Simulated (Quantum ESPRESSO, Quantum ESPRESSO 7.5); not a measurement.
## Li(100): thickness series by an ASE script

How thick must a slab of Li(100) be?

Program: Quantum ESPRESSO 7.5. Level of theory: plane-wave DFT, PBE, GBRV ultrasoft pseudopotentials. Results are calculated unless marked as measured.

The experiments to compare with:

“Anisotropic work function of elemental crystals” (2019, arxiv:1902.07811) quotes from earlier work for Li (polycrystalline sample, no single face): work function, loosely compared (polycrystalline sample, no single face) 2.93 eV.

### Step 1. The structure

The cell holds 8 atoms: 8 Li. Its edges and angles: a = 3.490 Å, b = 3.490 Å, c = 27.215 Å, α = 90.0°, β = 90.0°, γ = 90.0°. It derives from Li. Vacuum lies along c.

Structure file:

```cif
data_structure
_symmetry_space_group_name_H-M 'P 1'
_symmetry_Int_Tables_number 1
_cell_length_a 3.4900
_cell_length_b 3.4900
_cell_length_c 27.2150
_cell_angle_alpha 90.000
_cell_angle_beta 90.000
_cell_angle_gamma 90.000
_cell_volume 331.48
loop_
_atom_site_label
_atom_site_type_symbol
_atom_site_fract_x
_atom_site_fract_y
_atom_site_fract_z
_atom_site_occupancy
Li1 Li 0.50000 0.50000 0.27558 1
Li2 Li 0.00000 0.00000 0.33970 1
Li3 Li 0.50000 0.50000 0.40382 1
Li4 Li 0.00000 0.00000 0.46794 1
Li5 Li 0.50000 0.50000 0.53206 1
Li6 Li 0.00000 0.00000 0.59618 1
Li7 Li 0.50000 0.50000 0.66030 1
Li8 Li 0.00000 0.00000 0.72442 1
```

### Step 2. Running the series

ASE writes the inputs, starts pw.x and reads the results. Under ESM bc1 the zero of energy of a symmetric slab is the vacuum, so the work function is minus the Fermi level.

Contents of run.py:

```python
import json
import numpy as np
from ase.build import bcc100
from ase.calculators.espresso import Espresso, EspressoProfile

profile = EspressoProfile(command='mpirun -n 2 pw.x -nk 2', pseudo_dir='../pseudo')
pseudopotentials = {'Li': 'li_pbe_v1.4.uspp.F.UPF'}
system = {'ecutwfc': 40, 'ecutrho': 200, 'occupations': 'smearing', 'smearing': 'mv', 'degauss': 0.02}


def calculator(name, kpts, **extra):
    data = dict(control=dict(tprnfor=True, verbosity='high', disk_io='none'),
                system=system | extra,
                electrons=dict(conv_thr=1e-07, mixing_beta=0.4, mixing_mode='local-TF',
                               electron_maxstep=100))
    return Espresso(profile=profile, directory=name, pseudopotentials=pseudopotentials, kpts=kpts, input_data=data)


def centre(atoms):
    z = atoms.positions[:, 2]
    atoms.positions[:, 2] -= (z.max() + z.min()) / 2  # ESM wants the slab about z = 0
    return atoms


rows = []
for n in [3, 4, 5, 6, 7, 8]:
    slab = centre(bcc100('Li', size=(1, 1, n), a=3.49, vacuum=7.5, periodic=True))
    slab.set_initial_magnetic_moments([0.0] * n)
    slab.calc = calculator(f'n{n}', (8, 8, 1), assume_isolated='esm', esm_bc='bc1')
    energy = slab.get_potential_energy()
    work = -slab.calc.get_fermi_level()
    force = slab.get_forces()[-1, 2]
    rows.append([n, energy, work, force])
    print(f'{n} layers: E = {energy:.5f} eV, work function {work:.3f} eV, force on the top atom {force:+.3f} eV/A')

n, energy = np.array(rows)[:, :2].T
slope, offset = np.polyfit(n[1:], energy[1:], 1)
area = np.linalg.norm(np.cross(*slab.cell[:2]))
gamma = offset / (2 * area) * 16.0218
print(f'bulk energy from the slope {slope:.5f} eV an atom; unrelaxed surface energy {gamma:.3f} J/m^2')
json.dump(dict(rows=rows, slope=slope, gamma=gamma), open('result.json', 'w'))
```

The run is started by

```bash
> OMP_NUM_THREADS=1 python run.py
```

Log:

```text
3 layers: E = -590.00800 eV, work function 2.927 eV, force on the top atom -0.038 eV/A
4 layers: E = -786.91079 eV, work function 3.080 eV, force on the top atom +0.007 eV/A
5 layers: E = -983.80284 eV, work function 2.925 eV, force on the top atom +0.014 eV/A
6 layers: E = -1180.71714 eV, work function 3.030 eV, force on the top atom +0.006 eV/A
7 layers: E = -1377.61053 eV, work function 3.009 eV, force on the top atom +0.002 eV/A
8 layers: E = -1574.52555 eV, work function 2.985 eV, force on the top atom +0.007 eV/A
bulk energy from the slope -196.90372 eV an atom; unrelaxed surface energy 0.466 J/m^2
```

The job ended after 7.1 min (2 MPI ranks of Arm Neoverse N1, shared host; peak memory 0.38 GiB; 14 min of CPU time).

The input that ASE wrote for the first run, and its log:

```
&CONTROL
   verbosity        = 'high'
   tprnfor          = .true.
   disk_io          = 'none'
   pseudo_dir       = '../pseudo'
/
&SYSTEM
   ecutwfc          = 40
   ecutrho          = 200
   occupations      = 'smearing'
   degauss          = 0.02
   smearing         = 'mv'
   assume_isolated  = 'esm'
   esm_bc           = 'bc1'
   ntyp             = 1
   nat              = 3
   ibrav            = 0
/
&ELECTRONS
   electron_maxstep = 100
   conv_thr         = 1e-07
   mixing_mode      = 'local-TF'
   mixing_beta      = 0.4
/
&IONS
/
&CELL
/
&FCP
/
&RISM
/
ATOMIC_SPECIES
Li 6.94 li_pbe_v1.4.uspp.F.UPF

K_POINTS automatic
8 8 1  0 0 0

CELL_PARAMETERS angstrom
3.49000000000000 0.00000000000000 0.00000000000000
0.00000000000000 3.49000000000000 0.00000000000000
0.00000000000000 0.00000000000000 18.49000000000000

ATOMIC_POSITIONS angstrom
Li 0.0000000000 0.0000000000 -1.7450000000  
Li 1.7450000000 1.7450000000 0.0000000000  
Li 0.0000000000 0.0000000000 1.7450000000
```

```text
Program PWSCF v.7.5 starts
[citation notice left out]

     Parallel version (MPI & OpenMP), running on       2 processor cores
     Number of MPI processes:                 2
     Threads/MPI process:                     1

     MPI processes distributed on     1 nodes
[... 1 line left out ...]

Warning: card &CELL ignored
Warning: card &FCP ignored
Warning: card &RISM ignored

     Current dimensions of program PWSCF are:
     Max number of different atomic species (ntypx) = 10
     Max number of k-points (npk) =  40000
     Max angular momentum in pseudopotentials (lmaxx) =  4
     Message from routine setup:
     using ibrav=0 with symmetry is DISCOURAGED, use correct ibrav instead

     K-points division:     npool     =       2
     Subspace diagonalization in iterative solution of the eigenvalue problem:
     a serial algorithm will be used

     G-vector sticks info
     --------------------
     sticks:   dense  smooth     PW     G-vecs:    dense   smooth      PW
     Sum         681     553    177                72405    51997    8869

     Using Slab Decomposition

     bravais-lattice index     =            0
     lattice parameter (alat)  =       6.5951  a.u.
     unit-cell volume          =    1519.7927 (a.u.)^3
     number of atoms/cell      =            3
     number of atomic types    =            1
     number of electrons       =         9.00
     number of Kohn-Sham states=            9
     kinetic-energy cutoff     =      40.0000  Ry
     charge density cutoff     =     200.0000  Ry
     scf convergence threshold =      1.0E-07
     mixing beta               =       0.4000
     number of iterations used =            8  local-TF  mixing
     Exchange-correlation=  SLA  PW   PBX  PBC
                           (   1   4   3   4   0   0   0)

     Effective Screening Medium Method
     =================================
     Boundary Conditions: Vacuum-Slab-Vacuum
     total charge in unit cell        =   0.0000
     grid points for fit at edges     =        4

[... 10 lines left out ...]
     PseudoPot. # 1 for Li read from file:
     ../pseudo/li_pbe_v1.4.uspp.F.UPF
     Pseudo is Ultrasoft, Zval =  3.0
     Generated by new atomic code, or converted to UPF format
     Using radial grid of  751 points,  5 beta functions with:
                l(1) =   0
                l(2) =   0
                l(3) =   0
                l(4) =   1
                l(5) =   1
     Q(r) pseudized with 10 coefficients,  rinner =    1.150   1.150   1.150

     atomic species   valence    mass     pseudopotential
     Li                3.00     6.94000     Li( 1.00)

     16 Sym. Ops., with inversion, found

                                    s                        frac. trans.

      isym =  1     identity

 cryst.   s( 1) = (     1          0          0      )
                  (     0          1          0      )
                  (     0          0          1      )

[... 427 lines left out ...]
[... 1 line left out ...]
------------------
     c_bands:  1 eigenvalues not converged
[... 1 line left out ...]

     negative rho (up, down):  8.936E-06 0.000E+00

[... 1 line left out ...]

     End of self-consistent calculation

          k = 0.0000 0.0000 0.0000 (  6527 PWs)   bands (ev):

   -50.2168 -50.2161 -49.4300  -5.8731  -4.3332  -2.6650  -1.0328  -0.2062
     0.8669

     occupation numbers
     1.0000   1.0000   1.0000   1.0000   1.0000   0.0335   0.0000   0.0000
     0.0000

[... 84 lines left out ...]

     the Fermi energy is    -2.9274 ev

!    total energy              =     -43.36479177 Ry
     estimated scf accuracy    <       0.00000002 Ry
     smearing contrib. (-TS)   =      -0.00034711 Ry
     internal energy E=F+TS    =     -43.36444466 Ry

     The total energy is F=E-TS. E is the sum of the following terms:
     one-electron contribution =      45.37669047 Ry
     hartree contribution      =     -27.71003548 Ry
     xc contribution           =     -10.03013110 Ry
     ewald contribution        =     -51.00096854 Ry

     convergence has been achieved in  11 iterations

     Forces acting on atoms (cartesian axes, Ry/au):

     atom    1 type  1   force =     0.00000000    0.00000000    0.00148657
     atom    2 type  1   force =     0.00000000    0.00000000    0.00000000
     atom    3 type  1   force =     0.00000000    0.00000000   -0.00148657
     The non-local contrib.  to forces
     atom    1 type  1   force =     0.00000000    0.00000000   -0.08689005
     atom    2 type  1   force =     0.00000000    0.00000000    0.00000000
     atom    3 type  1   force =     0.00000000    0.00000000    0.08689005
     The ionic contribution  to forces
     atom    1 type  1   force =     0.00000000    0.00000000   -4.89645000
     atom    2 type  1   force =    -0.00000000   -0.00000000    0.00000000
     atom    3 type  1   force =     0.00000000    0.00000000    4.89645000
     The local contribution  to forces
     atom    1 type  1   force =    -0.00000000   -0.00000000    4.98477745
     atom    2 type  1   force =    -0.00000000   -0.00000000   -0.00000001
     atom    3 type  1   force =    -0.00000000   -0.00000000   -4.98477746
     The core correction contribution to forces
     atom    1 type  1   force =     0.00000000    0.00000000    0.00000000
     atom    2 type  1   force =     0.00000000    0.00000000    0.00000000
     atom    3 type  1   force =     0.00000000    0.00000000    0.00000000
     The Hubbard contrib.    to forces
     atom    1 type  1   force =     0.00000000    0.00000000    0.00000000
     atom    2 type  1   force =     0.00000000    0.00000000    0.00000000
     atom    3 type  1   force =     0.00000000    0.00000000    0.00000000
     The SCF correction term to forces
     atom    1 type  1   force =    -0.00000000   -0.00000000    0.00004916
     atom    2 type  1   force =     0.00000001    0.00000001   -0.00000001
     atom    3 type  1   force =     0.00000001   -0.00000000   -0.00004918

     Total force =     0.002102     Total SCF correction =     0.000070
     Message from routine punch:
     Nothing written, as per user request (disk_io='none')

[... 1 line left out ...]

[... 1 line left out ...]

[... 1 line left out ...]

[... 3 lines left out ...]

[... 1 line left out ...]

[... 2 lines left out ...]

[... 1 line left out ...]

[... 1 line left out ...]

=------------------------------------------------------------------------------=
   JOB DONE.
=------------------------------------------------------------------------------=
```

This step gave:

- surface energy: 0.4663 J/m²
- work function of the thickest slab: 2.985 eV

Table of work function by layers:

```csv
layers,work function (eV)
3.00,2.93
4.00,3.08
5.00,2.92
6.00,3.03
7.00,3.01
8.00,2.98
```

Force on the top atom along the normal against layers:

```csv
layers,force on the top atom along the normal (eV/Å)
3.00,-0.0382
4.00,0.00705
5.00,0.0137
6.00,0.00624
7.00,0.00209
8.00,0.00689
```

The energy less the bulk line's slope by layers:

```csv
layers,energy less the bulk line's slope (meV)
3.00,703
4.00,704
5.00,716
6.00,705
7.00,716
8.00,704
```

### Step 3. The script: LDA, GBRV ultrasoft

Level of this step: plane-wave DFT, LDA, GBRV ultrasoft pseudopotentials (Quantum ESPRESSO 7.5).

run.py, as its differences from the input of step 2:

```diff
@@ -6,3 +6,3 @@
 profile = EspressoProfile(command='mpirun -n 2 pw.x -nk 2', pseudo_dir='../pseudo')
-pseudopotentials = {'Li': 'li_pbe_v1.4.uspp.F.UPF'}
+pseudopotentials = {'Li': 'li_lda_v1.4.uspp.F.UPF'}
 system = {'ecutwfc': 40, 'ecutrho': 200, 'occupations': 'smearing', 'smearing': 'mv', 'degauss': 0.02}
```

The run is started by

```bash
> OMP_NUM_THREADS=1 python run.py
```

Log:

```text
3 layers: E = -582.68043 eV, work function 3.011 eV, force on the top atom -0.090 eV/A
4 layers: E = -777.16515 eV, work function 3.163 eV, force on the top atom -0.043 eV/A
5 layers: E = -971.63905 eV, work function 3.014 eV, force on the top atom -0.038 eV/A
6 layers: E = -1166.13364 eV, work function 3.113 eV, force on the top atom -0.046 eV/A
7 layers: E = -1360.60917 eV, work function 3.095 eV, force on the top atom -0.050 eV/A
8 layers: E = -1555.10466 eV, work function 3.069 eV, force on the top atom -0.045 eV/A
bulk energy from the slope -194.48491 eV an atom; unrelaxed surface energy 0.512 J/m^2
```

Elapsed: 6.2 min, on 2 MPI ranks; peak memory 0.36 GiB.

Read from the output:

| Property | Result |
| --- | --- |
| surface energy | 0.5124 J/m² |
| work function of the thickest slab | 3.069 eV |

The work function by layers:

```csv
layers,work function (eV)
3.00,3.01
4.00,3.16
5.00,3.01
6.00,3.11
7.00,3.09
8.00,3.07
```

The force on the top atom along the normal by layers:

```csv
layers,force on the top atom along the normal (eV/Å)
3.00,-0.0902
4.00,-0.0426
5.00,-0.0383
6.00,-0.0457
7.00,-0.0495
8.00,-0.0452
```

Table of energy less the bulk line's slope by layers:

```csv
layers,energy less the bulk line's slope (meV)
3.00,774
4.00,774
5.00,786
6.00,776
7.00,785
8.00,775
```

### Step 4. By hand

γ = (E_N − N e_bulk)/(2A). The excess of the thickest slab is 0.704 eV and A = 12.180 Å²: 0.704/(2 × 12.180) × 16.02 = 0.46 J/m² (1 eV/Å² = 16.02 J/m²); the fit's intercept gives 0.47.

### Step 5. What came out

```json
{
  "work function of the thickest slab, PBE, GBRV ultrasoft": "2.98 eV",
  "unrelaxed surface energy, PBE, GBRV ultrasoft": "0.47 J/m²",
  "work function of the thickest slab, LDA, GBRV ultrasoft": "3.07 eV",
  "unrelaxed surface energy, LDA, GBRV ultrasoft": "0.51 J/m²"
}
```

What this shows: The thickest slab gives a work function of 2.98 eV and the series an unrelaxed surface energy of 0.47 J/m² (PBE, GBRV ultrasoft). The work function swings by 0.16 eV over 3 to 8 layers and by 0.02 eV over the last step; confined states crossing the Fermi level and the finite mesh both contribute. From 6 layers on it stays within 0.1 eV. The top atom feels almost no force. The slabs are cut from the bulk at the tabulated lattice constant and not relaxed; the surface energy comes from a straight line through the energies of all but the thinnest slab.

Computed beside measured:

| quantity | measured | PBE, GBRV | LDA, GBRV |
| --- | --- | --- | --- |
| work function, loosely compared (polycrystalline sample, no single face) (eV) | 2.93 | 2.98 (+0.05 eV) | 3.07 (+0.14 eV) |

Measured values from arxiv:1902.07811 (2019).

**Verdict.** A polycrystal averages over faces, so this is a loose comparison.

[Logs are printed without paths, hosts, clocks, repeated set-up lines and the standing remarks that a program may print on its own settings, such as how far it seeks lower states.]

[Hosts, paths, dates, database ids (printed as entryN), source tags and the programs' standing remarks are cut or masked in the printed files.]

[Maps of the electrostatic potential energy from Ansatz leave out the sawtooth potential of an applied field or a dipole correction, so their vacuum need not be flat; planar profiles and work functions include it.]
